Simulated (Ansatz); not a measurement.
# amorphous Si2O: which shell does photoemission see at 21.2 and 5414.7 eV? (PBE, PAW set soft_1)

The valence band of amorphous Si2O mixes several shells. Work out by hand which one leads the spectrum's area at each photon energy.

Filled states come from the projected DOS of Ansatz 0.2.0 (PBE, plane waves); cross sections σ and asymmetry parameters β are those of free atoms in a Dirac–Hartree–Slater calculation. A shell's area is states × σ × angular factor, which is 1 − β·P₂(cos θ)/2 for unpolarised light, with θ = 90° from the beam and P₂ = -0.500.

**At 21.2 eV** (states counted from 11.2 eV below the zero; other shells add 11 to the products' sum of 243):

```
shell  filled states a cell  cross section (Mb an electron)     β  angular factor  product  share by hand (%)  share in the simulated spectrum (%)
 O 2s                  2.23                               0  0.00            1.00        0                  0                                    0
 O 2p                 69.13                            2.73  0.81            1.20      227                 93                                   93
Si 3s                 28.87                           0.129  2.00            1.50     5.58                  2                                    2
```

**At 5414.7 eV** (states counted from 23.9 eV below the zero; other shells add 7.7e-05 to the products' sum of 0.00203):

| shell | filled states a cell | cross section (Mb an electron) | β | angular factor | product | share by hand (%) | share in the simulated spectrum (%) |
| --- | --- | --- | --- | --- | --- | --- | --- |
| O 2s | 23.00 | 2.44e-05 | 2.00 | 1.50 | 0.000842 | 42 | 41 |
| O 2p | 70.94 | 4.56e-07 | 0.15 | 1.04 | 3.35e-05 | 2 | 2 |
| Si 3s | 33.87 | 2.11e-05 | 2.00 | 1.50 | 0.00107 | 53 | 53 |

O 2p leads at 21.2 eV and Si 3s at 5414.7 eV. Between the two energies σ of O 2p changes by a factor 1.7e-7 and that of Si 3s by 1.6e-4, so their ratio moves 981-fold in favour of the second. The simulated spectrum uses the same rule on the energy-resolved DOS, so the two share columns agree within a few points.

Only crystals where the two columns agree within 4 points and the lead is clear are worked in this form. Free-atom cross sections ignore the solid's final states, no escape depth or background enters, and the count of states a shell hangs on the projection.

[Logs are printed without paths, hosts, clocks, repeated set-up lines and the standing remarks that a program may print on its own settings, such as how far it seeks lower states.]
